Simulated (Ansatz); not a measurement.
# Quasi-harmonic thermodynamics of Au (Gold, Fm-3m)

How much does Au (Gold) expand with temperature?

Experimental results on record:
- volume expansion coefficient 42.8 1e-6/K near room temperature (given in “The thermal expansion of gold: point defect concentrations and pre-melting in a face-centred cubic metal”, 2018, pmc:5884389)

Calculated with Ansatz 0.2.0; DFT PBEsol, scalar-relativistic, plane waves, PAW, in the first sound run; inputs show where later runs differ.

The database entry behind the starting cell differs from later determinations by our own check (0.1 to 0.3 % short, probably kX units), so it need not match the best structure at ambient conditions.

**1. The structure**

The structure is cubic, space group Fm-3m (No. 225). Conventional cell: a = 4.070 Å, b = 4.070 Å, c = 4.070 Å, α = 90.00°, β = 90.00°, γ = 90.00°. Au has 12 Au at 2.88 Å nearest.

As a file:

```cif
data_structure
_symmetry_space_group_name_H-M 'P 1'
_symmetry_Int_Tables_number 1
_cell_length_a 2.8779
_cell_length_b 2.8779
_cell_length_c 2.8779
_cell_angle_alpha 60.000
_cell_angle_beta 60.000
_cell_angle_gamma 60.000
_cell_volume 16.85
loop_
_atom_site_label
_atom_site_type_symbol
_atom_site_fract_x
_atom_site_fract_y
_atom_site_fract_z
_atom_site_occupancy
Au1 Au 0.00000 0.00000 0.00000 1
```

**2. A first coarse run**

Before spending time, one coarse run tells the gap and the pressure of the starting cell.

File input.yaml:

```yaml
crystal:
  lattice:
    - [0.0, 2.035, 2.035]
    - [2.035, 0.0, 2.035]
    - [2.035, 2.035, 0.0]
  atoms:
    - { symbol: Au, position: [0.0, 0.0, 0.0] }
kpoints:
  mp_grid: { grid: [8, 8, 8] }
hamiltonian:
  xc: pbesol
scf:
  occupations: { method: gaussian, width: 0.1 }
  lower_state_search: "off"
output:
  forces: true
  stress: true
  eigenvalues: true
```

Command:

```bash
ansatz run input.yaml --threads 8 --pin off --max-ram 16384MiB --backend cpu --events-out ev --progress --plain --runs-dir out
```

Numbers of over 12 decimals in the logs are rounded to 6 here.

The log of the run:

```text
Engine: ansatz 0.2.0, aarch64-unknown-linux-gnu
Pseudopotentials: kind: paw
Pseudopotential: Au, paw, valence charge 19, recommended cutoff 420 eV (normal), Au.paw.azcp
Functional definition: PBEsol
  exchange = pbesol_x
  correlation = pbesol_c
Crystal: 1 atoms, lattice volume = 16.855 Å³
Basis set: ecut = 420 eV, 331 PW (Γ), exchange–correlation on 40×40×40 points (8 copies of the dense FFT grid, shifted against one another)
Bands: 14, of which v1, the nominal top of the filled ones, is band 10 counted from 1 (9 counted from 0)
Symmetry: 48 space group operations
Space group: Fm-3m (ITA 225), of the structure as read, at distance tolerance 2.6e-5 Å
k-points: 29 of 512
Non-local potential: Au, projectors of the file, l = 0: 3, l = 1: 2, l = 2: 2, l = 3: 1
PAW form: soft (Blöchl's): semilocal exchange-correlation on the pseudo side does not see the compensation charge
PAW frozen core: Au, regenerated for the run's functional, and the local potential with it (the file was generated under x = pbe(κ = 0.804, μ = 0.219515), c = pbe(β = 0.066725))
PAW one-centre angular grid: Au, 590 points (default); XC on 64 Gauss nodes
Initial density: superposition of atomic densities (neutral atoms: chi_scale 0, normalization atom), corrected by the library's trained network
Initial wavefunctions: pseudopotential atomic-orbital guess
Functional: x = pbesol(κ = 0.804, μ = 0.123457), c = pbesol(β = 0.046)
SCF iter   1: F=—  HF=-13007.060177 eV  |F-HF|=—  |Δ(HF+E_count)|=         —  Δρ=5.62e-3  dr2=4.55e-3  ethr=1.77e-3  ⟨swp⟩=4.7  Hψ=2042  notcnv=0
preconditioner: auto → none  [insulator: Δε(μ)=0.250 eV  Ē_g=16.097 eV  σ=0.100 eV  W_gap=0.84  n_scr=8 (ndim 8)  ℏωp=30.0 eV  f_vac=0.000  D(μ)=0.64/eV (n_scr^D=0)  ε∞_Penn≈4.5]
SCF iter   2: F=—  HF=-13007.058989 eV  |F-HF|=—  |Δ(HF+E_count)|=   1.19e-3  Δρ=1.94e-3  dr2=2.83e-4  ethr=2.39e-5  ⟨swp⟩=2.3  Hψ=775  notcnv=0
SCF iter   3: F=—  HF=-13007.058913 eV  |F-HF|=—  |Δ(HF+E_count)|=   7.57e-5  Δρ=8.57e-4  dr2=2.48e-5  ethr=1.49e-6  ⟨swp⟩=2.3  Hψ=608  notcnv=0
SCF iter   4: F=—  HF=-13007.058923 eV  |F-HF|=—  |Δ(HF+E_count)|=   9.37e-6  Δρ=7.26e-5  dr2=1.26e-7  ethr=1.30e-7  ⟨swp⟩=3.0  Hψ=585  notcnv=0
iter 5 did not close the SCF: its close was put off for the readings that it lacked (scf_convergence_deferred on its scf_iter line)
SCF iter   5: F=-13007.058923 eV  HF=-13007.058923 eV  |F-HF|=1.24e-9  |Δ(HF+E_count)|=   2.86e-7  Δρ=7.16e-6  dr2=1.30e-9  ethr=6.65e-10  ⟨swp⟩=2.4  Hψ=538  notcnv=0
SCF iter   6: F=-13007.058923 eV  HF=-13007.058923 eV  |F-HF|=3.64e-12  |Δ(HF+E_count)|=   1.66e-9  Δρ=6.97e-7  dr2=1.16e-11  ethr=6.84e-12  ⟨swp⟩=2.0  Hψ=1311  notcnv=0
SCF 1 converged in 6 iterations: F = -13007.058923 eV  dr2 = 1.16e-11
  greatest PAW one-centre occupation: 1.001 electrons in one spin orbital (limit 2), on the Au atom at site 0 (counted from 0), in its partial waves of l = 0
SCF converged after 6 iterations
Free energy (F): -13007.058923 eV
Harris-Foulkes:  -13007.058923 eV  (|F-HF|=3.64e-12)
Internal energy: -13007.055748 eV  (E = F + TS)
E sigma→0 (E₀):  -13007.057335 eV
Entropy (-TS):   -0.003176 eV (-3.176 meV/atom)
Fermi energy:    20.716389 eV
--- Per-component energies (eV) ---
  E_band       = -205.151211
  E_kinetic    = 605.058263
  E_local      = -1689.884831  (includes V_loc(G=0)·N_el)
  E_nonlocal   = 77.653172
  E_hartree    = 720.255194
  E_xc         = -226.761993
  E_vxc        = -274.848051  (∫ρ·V_xc dr)
  E_paw        = -9565.755251  (= ΣΔE_a)
  E_vpaw       = -363.641530  (= ΣTr[D̂ρ^β])
  E_aug_tail   = 0.001451  (compensation charges beyond the density's cutoff)
  E_ewald      = -2927.931232
  E_core_change = 0.309479  (= ΣΔE_core)
  E_smearing   = -0.003176  (= −TS)
  E_closure    = -0.000000  (closes the sum)
  Σ components = -13007.058923   (vs F -13007.058923, Δ=0.00e0)
--- Forces (eV/Å), atoms counted from 1 ---
  atom   1  Au     0.00000000     0.00000000     0.00000000
  max |Σ_I F_I| component: 9.04e-32 eV/Å
--- Stress (GPa, compression-positive) ---
        2.735410       0.000000      -0.000000
        0.000000       2.735410      -0.000000
       -0.000000       0.000000       2.735410
  P = ⅓ Tr σ = 2.7354 GPa (27.354 kbar)
--- Band table (eV; the first three rows and the last of 29) ---
  k-point 0: bands = [... 6 lower, 16.0241, 16.0241, 17.5912, 17.5912, 35.1556, 39.2165, 39.2165, 39.2165]
  k-point 1: bands = [... 6 lower, 16.1927, 16.1927, 17.5300, 17.5300, 35.6475, 36.6712, 39.8516, 39.8516]
  k-point 2: bands = [... 6 lower, 16.3116, 16.3116, 17.7565, 17.7565, 31.9601, 36.2522, 40.7618, 40.7618]
  k-point 28: bands = [... 6 lower, 15.5303, 17.4227, 19.1562, 25.5125, 27.0582, 27.0582, 30.2266, 43.3144]
```

Wall time 1.5 s (8 threads of Arm Neoverse V1, shared host); peak memory 0.33 GiB.

The column dr2 measures how far the density is from self-consistency, as an energy; F and HF (Harris–Foulkes) agree once it is small.

Numbers from this step:

| Item | Value |
| --- | --- |
| pressure | 2.735 GPa |
| volume per atom | 16.85 Å³/atom |
| gap on the k-mesh | 0 eV |

The start is under 2.7 GPa at this level and looks like a metal on this mesh.

**3. Relaxation**

The vibrations must be taken about the equilibrium of this functional, not about the starting cell, so the structure is relaxed.

input.yaml, the sections that differ from step 2:

```yaml
kpoints:
  mp_grid: { grid: [18, 18, 18] }
output:
  forces: true
  stress: true
  eigenvalues: true
  write_density: true
  write_potential: true
  elf: true
  volumetric_format: npy
relax:
  adjacent_minimum: "off"
  f_tol: 0.005
  max_steps: 80
  cell: { stress_tol: 0.05 }
# crystal, hamiltonian, scf: as in step 2
```

The log of the run:

```text
[...]
Crystal: 1 atoms, lattice volume = 16.855 Å³
Basis set: ecut = 420 eV, 331 PW (Γ), exchange–correlation on 40×40×40 points (8 copies of the dense FFT grid, shifted against one another)
Bands: 14, of which v1, the nominal top of the filled ones, is band 10 counted from 1 (9 counted from 0)
Symmetry: 48 space group operations
[...]
k-points: 195 of 5832
[...]
SCF iter   1: F=—  HF=-13007.101267 eV  |F-HF|=—  |Δ(HF+E_count)|=         —  Δρ=6.09e-3  dr2=5.67e-3  ethr=1.77e-3  ⟨swp⟩=4.7  Hψ=13709  notcnv=0
[...]
SCF iter   6: F=-13007.099657 eV  HF=-13007.099657 eV  |F-HF|=6.00e-11  |Δ(HF+E_count)|=  6.38e-10  Δρ=7.43e-7  dr2=7.97e-11  ethr=1.81e-11  ⟨swp⟩=5.3  Hψ=13774  notcnv=0
SCF 1 converged in 6 iterations: F = -13007.099657 eV  dr2 = 7.97e-11
[...]
relax step   1: F+E_penalty+E_count = -13007.09965658 eV  Δ(F+E_penalty+E_count) = +0.000e0 eV  max|allowed force component| = 0.000e0 eV/Å  Δτ_max = 0.0000 Å  P = +1.815 GPa  Ω = 16.855 Å³  (6 SCF iters, dr2 threshold 1.00e-7 eV, accepted)
Crystal: 1 atoms, lattice volume = 17.342 Å³
[...]
iter 1 solved again at ethr=2.90e-6 eV; its pass at ethr=3.10e-3 eV (dr2=5.50e-4 eV) is discarded
[...]
SCF iter   5: F=-13007.097399 eV  HF=-13007.097399 eV  |F-HF|=8.75e-10  |Δ(HF+E_count)|=   4.67e-8  Δρ=1.31e-5  dr2=1.11e-8  ethr=5.26e-10  ⟨swp⟩=7.1  Hψ=14047  notcnv=0
SCF 2 converged in 5 iterations: F = -13007.097399 eV  dr2 = 1.11e-8
relax step   2: F+E_penalty+E_count = -13007.09739874 eV  Δ(F+E_penalty+E_count) = +2.258e-3 eV  max|allowed force component| = 0.000e0 eV/Å  Δτ_max = 0.0000 Å  P = -3.052 GPa  Ω = 17.342 Å³  energy of the carried Pulay correction = -1.417e-4 eV  (5 SCF iters, dr2 threshold 1.00e-7 eV, rejected (line search))
Crystal: 1 atoms, lattice volume = 17.033 Å³
[...]
SCF iter   7: F=-13007.100561 eV  HF=-13007.100561 eV  |F-HF|=0.00e0  |Δ(HF+E_count)|=    0.00e0  Δρ=1.92e-8  dr2=3.99e-14  ethr=1.00e-12  ⟨swp⟩=4.5  Hψ=9291  notcnv=0
SCF 3 converged in 7 iterations: F = -13007.100561 eV  dr2 = 3.99e-14
relax step   3: F+E_penalty+E_count = -13007.10056117 eV  Δ(F+E_penalty+E_count) = -9.046e-4 eV  max|allowed force component| = 0.000e0 eV/Å  Δτ_max = 0.0000 Å  P = -0.076 GPa  Ω = 17.033 Å³  energy of the carried Pulay correction = -5.236e-5 eV  (7 SCF iters, accepted)
[...]
relax step   4: F+E_penalty+E_count = -13007.10056510 eV  Δ(F+E_penalty+E_count) = -3.930e-6 eV  max|allowed force component| = 0.000e0 eV/Å  Δτ_max = 0.0000 Å  P = +0.001 GPa  Ω = 17.026 Å³  energy of the carried Pulay correction = -5.018e-5 eV  (2 SCF iters, dr2 threshold 1.44e-8 eV, accepted)
[...]
SCF iter   4: F=-13007.100617 eV  HF=-13007.100617 eV  |F-HF|=1.09e-11  |Δ(HF+E_count)|=  1.96e-10  Δρ=2.12e-7  dr2=3.41e-12  ethr=1.00e-12  ⟨swp⟩=4.4  Hψ=12099  notcnv=0
SCF 5 converged in 4 iterations: F = -13007.100617 eV  dr2 = 3.41e-12
relax step   5: F+E_penalty+E_count = -13007.10061661 eV  Δ(F+E_penalty+E_count) = -5.151e-5 eV  max|allowed force component| = 0.000e0 eV/Å  Δτ_max = 0.0000 Å  P = -0.002 GPa  Ω = 17.026 Å³  stress off target by 2.12e-3 GPa  SCF on the basis re-selected at this cell (its energy is not comparable with the rows above)  (4 SCF iters)
basis re-selected at this cell: Δ(F+E_penalty+E_count) = -5.151e-5 eV, ΔP = -0.003 GPa vs the last step (what re-selecting the basis moved, of the pressure what is left beyond the Pulay correction that the steps carried, after the strain that the cell walked since its last selection, with what the two solves' SCF thresholds leave and, on support functions, any second-order correction that the steps lacked; it is no measure of the basis error at this ecutwfc). This SCF's stress stands 2.12e-3 GPa from its target on what of the cell is left free (relax.cell.stress_tol is 5.00e-2 GPa) and its largest allowed force component is 0.00e0 eV/Å (relax.f_tol is 5.00e-3 eV/Å): [rest of the remark cut]
SCF converged after 4 iterations
Free energy (F): -13007.100617 eV
[...]
Internal energy: -13007.099177 eV  (E = F + TS)
E sigma→0 (E₀):  -13007.099897 eV
Entropy (-TS):   -0.001439 eV (-1.439 meV/atom)
Fermi energy:    20.450518 eV
[...]
--- Stress (GPa, compression-positive) ---
       -0.002116      -0.000000       0.000000
       -0.000000      -0.002116       0.000000
       -0.000000      -0.000000      -0.002116
  P = ⅓ Tr σ = -0.0021 GPa (-0.021 kbar)
--- Band table (eV; the first three rows and the last of 195) ---
  k-point 0: bands = [... 6 lower, 15.7914, 15.7914, 17.3297, 17.3297, 34.8891, 38.8917, 38.8917, 38.8917]
  k-point 1: bands = [... 6 lower, 15.8292, 15.8292, 17.3122, 17.3122, 35.0183, 38.1855, 39.0212, 39.0212]
  k-point 2: bands = [... 6 lower, 15.9280, 15.9280, 17.2764, 17.2764, 35.3151, 36.7210, 39.3881, 39.3881]
  k-point 194: bands = [... 6 lower, 15.6750, 17.2263, 18.8665, 25.1980, 26.0445, 27.4089, 29.8873, 42.3385]
--- Relaxed structure (4 steps of the walk, 3 accepted, 1 SCFs on fresh bases) ---
  F+E_penalty+E_count = -13007.10061661 eV   max|allowed force component| = 0.000e0 eV/Å   (the final SCF, on the basis selected at the relaxed cell)
  cell:  # Å, volume = 17.0259 Å³
    - [0, 2.041861, 2.041861]
    - [2.041861, 0, 2.041861]
    - [2.041861, 2.041861, 0]
  atoms:
    - { symbol: Au, position: [0.0, 0.0, 0.0] }
```

Wall time 2.2 s (8 threads); peak memory 0.42 GiB; 14 s of CPU time.

Relaxation path:

```
step  energy less that of the first step (eV)  largest force component (eV/Å)  pressure (GPa)  volume (Å³)
   1                                   0.0000                          0.0000            1.82        16.85
   2                                   0.0023                          0.0000           -3.05        17.34
   3                                  -0.0009                          0.0000           -0.08        17.03
   4                                  -0.0009                          0.0000            0.00        17.03
  5*                                  -0.0010                          0.0000            0.00        17.03
```

Relaxation steps marked * repeat the geometry before them on a plane-wave basis chosen anew for their cell, so energy and pressure can jump there. Relaxation step 2 was tried and not accepted.

```
conventional cell, symmetrised  before  after  change
                         a (Å)   4.070  4.084  +0.3 %
                         b (Å)   4.070  4.084  +0.3 %
                         c (Å)   4.070  4.084  +0.3 %
              volume (Å³/atom)   16.85  17.03  +1.0 %
```

Final coordinates:

```
Au
1.0
     0.00000    2.04186    2.04186
     2.04186    0.00000    2.04186
     2.04186    2.04186    0.00000
Au
1
Cartesian
  0.0000 0.0000 0.0000
```

This step gave:

| Property | Result |
| --- | --- |
| pressure | -0.002116 GPa |
| volume per atom | 17.03 Å³/atom |

Electrostatic potential energy in the ac plane of the conventional cell at fractional y = 0.000, with atoms of Au within 0.2 Å of it. With pseudopotentials it is smooth inside the atoms' cores, unlike the true potential.

Ten even steps from '0' (-30 eV) to '9' (24 eV), each cell a mean:
```
00269999998400
01479999998620
35789999999864
88998766789988
99997421258999
99985100027999
99983000016999
99984000026999
99986200147999
99998643578999
67899888899876
12589999999742
00279999998510
00169999998300
```
Columns run along a (4.1 Å; values clipped at the 3rd and 97th percentile), rows up along c (4.1 Å), edges of the conventional cell, whose origin can differ from the input's. Atoms in or near the plane, at fractional coordinates: Au at (0.00, 0.00), Au at (0.50, 0.50).

ELF in the ac plane of the conventional cell at fractional y = 0.000, with atoms of Au within 0.2 Å of it. It is the smooth field of the valence electrons, not physical close to the nuclei.

Ten even steps from '_' (0.11) to '@' (0.74), each cell a mean:
```
@@##**==..________..::++##%%
##**++::..________..::==**##
++==--........::......::==++
::::......::====--::....::::
........--++****++==::......
____..::==**##%%##++--..____
____..::++##@@@@%%**==::____
____..::++##%%@@##**==..____
____..::==**####**++::..____
::......::==++++==--........
==--::....::::::::......::==
**++==::..............--++**
%%##++--..________..::==**##
@@%%**==::________..::++##@@
```
Columns run along a (4.1 Å), rows up along c (4.1 Å), edges of the conventional cell, whose origin can differ from the input's. Atoms in or near the plane, at fractional coordinates: Au at (0.00, 0.00), Au at (0.50, 0.50).

Valence density in the ac plane of the conventional cell at fractional y = 0.000, with atoms of Au within 0.2 Å of it. It is the smooth field of the valence electrons, not physical close to the nuclei.

Ten even steps from '0' (0 e/Å³) to '9' (14 e/Å³), each cell a mean:
```
86200000000147
43100000000024
11000000000001
00000000000000
00000123200000
00001367520000
00001489730000
00001478620000
00000244310000
00000011100000
00000000000000
32000000000012
75200000000136
97300000000148
```
Columns run along a (4.1 Å), rows up along c (4.1 Å), edges of the conventional cell, whose origin can differ from the input's. Atoms in or near the plane, at fractional coordinates: Au at (0.00, 0.00), Au at (0.50, 0.50).

The relaxation ends with a pressure of 0.00 GPa.

**4. Relaxing to small residual forces and stress**

The relaxation is repeated with tighter thresholds on force and stress, since phonons are sensitive to what is left; a change of mesh or smearing in the input moves the cell too.

File input.yaml:

```yaml
crystal:
  lattice:
    - [0.0, 2.0418614719, 2.0418614719]
    - [2.0418614719, 0.0, 2.0418614719]
    - [2.0418614719, 2.0418614719, 0.0]
  atoms:
    - { symbol: Au, position: [0.0, 0.0, 0.0] }
kpoints:
  mp_grid: { grid: [20, 20, 20] }
hamiltonian:
  xc: pbesol
scf:
  occupations: { method: methfessel_paxton, width: 0.2 }
  lower_state_search: "off"
output:
  forces: true
  stress: true
  eigenvalues: true
relax:
  adjacent_minimum: "off"
  f_tol: 0.001
  max_steps: 60
  cell: { stress_tol: 0.01 }
```

The log of the run:

```text
[...]
Crystal: 1 atoms, lattice volume = 17.026 Å³
Basis set: ecut = 420 eV, 331 PW (Γ), exchange–correlation on 40×40×40 points (8 copies of the dense FFT grid, shifted against one another)
Bands: 14, of which v1, the nominal top of the filled ones, is band 10 counted from 1 (9 counted from 0)
Symmetry: 48 space group operations
[...]
k-points: 256 of 8000
[...]
k-point 2: bands = [... 6 lower, 15.9091, 15.9091, 17.2873, 17.2873, 35.2636, 37.0376, 39.3047, 39.3047]
  k-point 255: bands = [... 6 lower, 15.3131, 17.1721, 18.8714, 25.1786, 26.7452, 26.7452, 29.8828, 42.9579]
--- Relaxed structure (3 steps of the walk, 2 accepted, 1 SCFs on fresh bases) ---
[...]
cell:  # Å, volume = 17.0226 Å³
    - [0, 2.041730, 2.041730]
    - [2.041730, 0, 2.041730]
    - [2.041730, 2.041730, 0]
  atoms:
    - { symbol: Au, position: [0.0, 0.0, 0.0] }
[key lines of the parts left out:]
SCF converged after 3 iterations
Free energy (F): -13007.099826 eV
Fermi energy:    20.447540 eV
P = ⅓ Tr σ = -0.0000 GPa (-0.000 kbar)
```

Run time: 2.2 s. Hardware: 8 threads; peak memory 0.43 GiB.

Little changed from the start: no atom moved by 0.005 Å and no cell edge by 0.1 %.

Numbers from this step:

| Item | Value |
| --- | --- |
| pressure | -4.90e-5 GPa |
| volume per atom | 17.02 Å³/atom |

The residual pressure is -4.9e-5 GPa, small enough for phonons.

(Part 1 of 5 ends here.)

[Logs are printed without paths, hosts, clocks, repeated set-up lines and the standing remarks that a program may print on its own settings, such as how far it seeks lower states.]

[Hosts, paths, dates, database ids (printed as entryN), source tags and the programs' standing remarks are cut or masked in the printed files.]

[A step with changed settings may run another functional than the one named; its input shows which.]

[Pressures of single members of a volume series are the stress at the run's cutoff; with an incomplete basis they can lie off −dE/dV of the same runs, and they are not shown converged.]
